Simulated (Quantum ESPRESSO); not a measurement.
# FeClO: parallel and opposed starts, part 3 of 3

Wanted: the moments of FeClO and the energy of each order that was tried.

Quantum ESPRESSO 7.5; PBEsol; plane waves with GBRV 1.5 PBEsol potentials, no spin-orbit coupling.

So far, absolute magnetization (μB): step 2 (run 1 (ferro ++)) 9.32; step 3 (start 2: antiferro +−) 8.48; step 6 (the lowest state again, with its states saved) 8.48.

### Step 7. Another way to count moments

Level of this step: PBEsol; plane waves with GBRV 1.5 PBEsol potentials, no spin-orbit coupling, projections on orthogonalised atomic orbitals (Quantum ESPRESSO).

projwfc.x projects the saved states on orthogonalised atomic orbitals of the pseudopotential files.

Log:

```text
[banner, memory and clock lines left out]
Program PROJWFC v.7.5 starts

     [... lines left out ...]
     IMPORTANT: XC functional enforced from input :
     Exchange-correlation= PBESOL
                           (   1   4  10   8   0   0   0)
     Any further DFT definition will be discarded
     Please, verify this is what you really want

     G-vector sticks info

     Check: negative core charge=   -0.000025

     negative rho (up, down):  1.450E-02 1.450E-02

     Gaussian broadening (read from input): ngauss,degauss=   0    0.010000

     Calling projwave ....

  Problem Sizes
  natomwfc =           42
  nbnd     =           43
  nkstot   =          128
  npwx     =         2882
  nkb      =           98

     Atomic states used for projection
     (read from pseudopotential files):

     state #   1: atom   1 (Fe1), wfc  1 (l=0 m= 1)
     state #   2: atom   1 (Fe1), wfc  2 (l=1 m= 1)
     state #   3: atom   1 (Fe1), wfc  2 (l=1 m= 2)
     state #   4: atom   1 (Fe1), wfc  2 (l=1 m= 3)
     state #   5: atom   1 (Fe1), wfc  3 (l=2 m= 1)
     state #   6: atom   1 (Fe1), wfc  3 (l=2 m= 2)
     state #   7: atom   1 (Fe1), wfc  3 (l=2 m= 3)
     state #   8: atom   1 (Fe1), wfc  3 (l=2 m= 4)
     state #   9: atom   1 (Fe1), wfc  3 (l=2 m= 5)
     state #  10: atom   1 (Fe1), wfc  4 (l=0 m= 1)
     state #  11: atom   1 (Fe1), wfc  5 (l=1 m= 1)
     state #  12: atom   1 (Fe1), wfc  5 (l=1 m= 2)
     state #  13: atom   1 (Fe1), wfc  5 (l=1 m= 3)
     state #  14: atom   2 (Fe2), wfc  1 (l=0 m= 1)
     state #  15: atom   2 (Fe2), wfc  2 (l=1 m= 1)
     state #  16: atom   2 (Fe2), wfc  2 (l=1 m= 2)
     state #  17: atom   2 (Fe2), wfc  2 (l=1 m= 3)
     state #  18: atom   2 (Fe2), wfc  3 (l=2 m= 1)
     state #  19: atom   2 (Fe2), wfc  3 (l=2 m= 2)
     state #  20: atom   2 (Fe2), wfc  3 (l=2 m= 3)
     state #  21: atom   2 (Fe2), wfc  3 (l=2 m= 4)
     state #  22: atom   2 (Fe2), wfc  3 (l=2 m= 5)
     state #  23: atom   2 (Fe2), wfc  4 (l=0 m= 1)
     state #  24: atom   2 (Fe2), wfc  5 (l=1 m= 1)
     state #  25: atom   2 (Fe2), wfc  5 (l=1 m= 2)
     state #  26: atom   2 (Fe2), wfc  5 (l=1 m= 3)
     state #  27: atom   3 (Cl ), wfc  1 (l=0 m= 1)
     state #  28: atom   3 (Cl ), wfc  2 (l=1 m= 1)
     state #  29: atom   3 (Cl ), wfc  2 (l=1 m= 2)
     state #  30: atom   3 (Cl ), wfc  2 (l=1 m= 3)
     state #  31: atom   4 (Cl ), wfc  1 (l=0 m= 1)
     state #  32: atom   4 (Cl ), wfc  2 (l=1 m= 1)
     state #  33: atom   4 (Cl ), wfc  2 (l=1 m= 2)
     state #  34: atom   4 (Cl ), wfc  2 (l=1 m= 3)
     state #  35: atom   5 (O  ), wfc  1 (l=0 m= 1)
     state #  36: atom   5 (O  ), wfc  2 (l=1 m= 1)
     state #  37: atom   5 (O  ), wfc  2 (l=1 m= 2)
     state #  38: atom   5 (O  ), wfc  2 (l=1 m= 3)
     state #  39: atom   6 (O  ), wfc  1 (l=0 m= 1)
     state #  40: atom   6 (O  ), wfc  2 (l=1 m= 1)
     state #  41: atom   6 (O  ), wfc  2 (l=1 m= 2)
     state #  42: atom   6 (O  ), wfc  2 (l=1 m= 3)

 [... projections of the bands left out ...]

Lowdin Charges:

     Atom #   1: total charge =  15.5347, s =  2.4590, p =  7.1465, d =  5.9292,
                 spin up      =   9.7247, s =  1.2420,
                 spin up      =   9.7247, p =  3.5885, pz=  1.1998, px=  1.1947, py=  1.1940,
                 spin up      =   9.7247, d =  4.8942, dz2=  0.9825, dxz=  0.9722, dyz=  0.9875, dx2-y2=  0.9597, dxy=  0.9922,
                 spin down    =   5.8100, s =  1.2171,
                 spin down    =   5.8100, p =  3.5579, pz=  1.1866, px=  1.1906, py=  1.1807,
                 spin down    =   5.8100, d =  1.0350, dz2=  0.1925, dxz=  0.2857, dyz=  0.1418, dx2-y2=  0.2392, dxy=  0.1759,
                 polarization =   3.9147, s =  0.0249, p =  0.0306, d =  3.8591,
     Atom #   2: total charge =  15.5347, s =  2.4590, p =  7.1465, d =  5.9292,
                 spin up      =   5.8100, s =  1.2171,
                 spin up      =   5.8100, p =  3.5579, pz=  1.1866, px=  1.1906, py=  1.1807,
                 spin up      =   5.8100, d =  1.0350, dz2=  0.1925, dxz=  0.2857, dyz=  0.1418, dx2-y2=  0.2392, dxy=  0.1759,
                 spin down    =   9.7247, s =  1.2420,
                 spin down    =   9.7247, p =  3.5885, pz=  1.1998, px=  1.1947, py=  1.1940,
                 spin down    =   9.7247, d =  4.8942, dz2=  0.9825, dxz=  0.9722, dyz=  0.9875, dx2-y2=  0.9597, dxy=  0.9922,
                 polarization =  -3.9147, s = -0.0249, p = -0.0306, d = -3.8591,
     Atom #   3: total charge =   6.9990, s =  1.8070, p =  5.1920, d =  0.0000,
                 spin up      =   3.6281, s =  0.9066,
                 spin up      =   3.6281, p =  2.7215, pz=  0.8887, px=  0.8656, py=  0.9671,
                 spin up      =   3.6281, d =  0.0000, dz2=  0.0000, dxz=  0.0000, dyz=  0.0000, dx2-y2=  0.0000, dxy=  0.0000,
                 spin down    =   3.3708, s =  0.9004,
                 spin down    =   3.3708, p =  2.4705, pz=  0.8154, px=  0.7660, py=  0.8891,
                 spin down    =   3.3708, d =  0.0000, dz2=  0.0000, dxz=  0.0000, dyz=  0.0000, dx2-y2=  0.0000, dxy=  0.0000,
                 polarization =   0.2573, s =  0.0062, p =  0.2511, d =  0.0000,
     Atom #   4: total charge =   6.9990, s =  1.8070, p =  5.1920, d =  0.0000,
                 spin up      =   3.3708, s =  0.9004,
                 spin up      =   3.3708, p =  2.4705, pz=  0.8154, px=  0.7660, py=  0.8891,
                 spin up      =   3.3708, d =  0.0000, dz2=  0.0000, dxz=  0.0000, dyz=  0.0000, dx2-y2=  0.0000, dxy=  0.0000,
                 spin down    =   3.6281, s =  0.9066,
                 spin down    =   3.6281, p =  2.7215, pz=  0.8887, px=  0.8656, py=  0.9671,
                 spin down    =   3.6281, d =  0.0000, dz2=  0.0000, dxz=  0.0000, dyz=  0.0000, dx2-y2=  0.0000, dxy=  0.0000,
                 polarization =  -0.2573, s = -0.0062, p = -0.2511, d =  0.0000,
     Atom #   5: total charge =   6.3854, s =  1.6567, p =  4.7287, d =  0.0000,
                 spin up      =   3.1709, s =  0.8262,
                 spin up      =   3.1709, p =  2.3447, pz=  0.8198, px=  0.7847, py=  0.7402,
                 spin up      =   3.1709, d =  0.0000, dz2=  0.0000, dxz=  0.0000, dyz=  0.0000, dx2-y2=  0.0000, dxy=  0.0000,
                 spin down    =   3.2145, s =  0.8304,
                 spin down    =   3.2145, p =  2.3841, pz=  0.7866, px=  0.7924, py=  0.8051,
                 spin down    =   3.2145, d =  0.0000, dz2=  0.0000, dxz=  0.0000, dyz=  0.0000, dx2-y2=  0.0000, dxy=  0.0000,
                 polarization =  -0.0436, s = -0.0042, p = -0.0394, d =  0.0000,
     Atom #   6: total charge =   6.3854, s =  1.6567, p =  4.7287, d =  0.0000,
                 spin up      =   3.2145, s =  0.8304,
                 spin up      =   3.2145, p =  2.3841, pz=  0.7866, px=  0.7924, py=  0.8051,
                 spin up      =   3.2145, d =  0.0000, dz2=  0.0000, dxz=  0.0000, dyz=  0.0000, dx2-y2=  0.0000, dxy=  0.0000,
                 spin down    =   3.1709, s =  0.8262,
                 spin down    =   3.1709, p =  2.3447, pz=  0.8198, px=  0.7847, py=  0.7402,
                 spin down    =   3.1709, d =  0.0000, dz2=  0.0000, dxz=  0.0000, dyz=  0.0000, dx2-y2=  0.0000, dxy=  0.0000,
                 polarization =   0.0436, s =  0.0042, p =  0.0394, d =  0.0000,
     Spilling Parameter:   0.0028
```

Elapsed: 3.2 s, on 4 MPI ranks of Intel Xeon Platinum 8488C (Sapphire Rapids), shared host; peak memory 0.36 GiB; 12 s of CPU time.

```
atom  moment in the sphere (μB)  Löwdin moment (μB)  Löwdin charge (e)
 Fe1                      3.530               3.915             15.535
 Fe2                     -3.530              -3.915             15.535
 Cl3                      0.200               0.257              6.999
 Cl4                     -0.200              -0.257              6.999
  O5                     -0.042              -0.044              6.385
  O6                      0.042               0.044              6.385
```

### Step 8. Outcome

| Property | Result |
| --- | --- |
| lowest state found | antiferromagnetic (from antiferro +-) |
| largest site moment | 3.53 μB |
| next state with moments | ferromagnetic, 119 meV a seeded atom higher |
| state without moments | 842 meV a seeded atom higher |

**Reading.** Forming the moments gains more than four times the spread of the orders, as local moments do. The largest moment reads 3.53 μB in the sphere and 3.91 μB by Löwdin projection; a site moment hangs on how space is shared out. Only these 3 starts were compared; other wavevectors, canted and longer-period orders were not. No Hubbard term acts here. In such compounds local and semilocal functionals without one often delocalise the d electrons, and can shrink or lose moments and miss the size, sign and order of the couplings. The smearing term is large for its width, so states at the Fermi level are partly filled: at this level the cell is a metal or has a gap of a few widths at most.

[Logs and program files are shortened in this print: banners, set-up blocks, solver, clock and traceback lines can be left out without a mark of their own.]

[Logs are printed without paths, hosts, clocks, repeated set-up lines and the standing remarks that a program may print on its own settings, such as how far it seeks lower states.]

[Hosts, paths, dates, database ids (printed as entryN), source tags and the programs' standing remarks are cut or masked in the printed files.]

[Where a cell is said to come from a database of computed structures, the database is the Materials Project.]
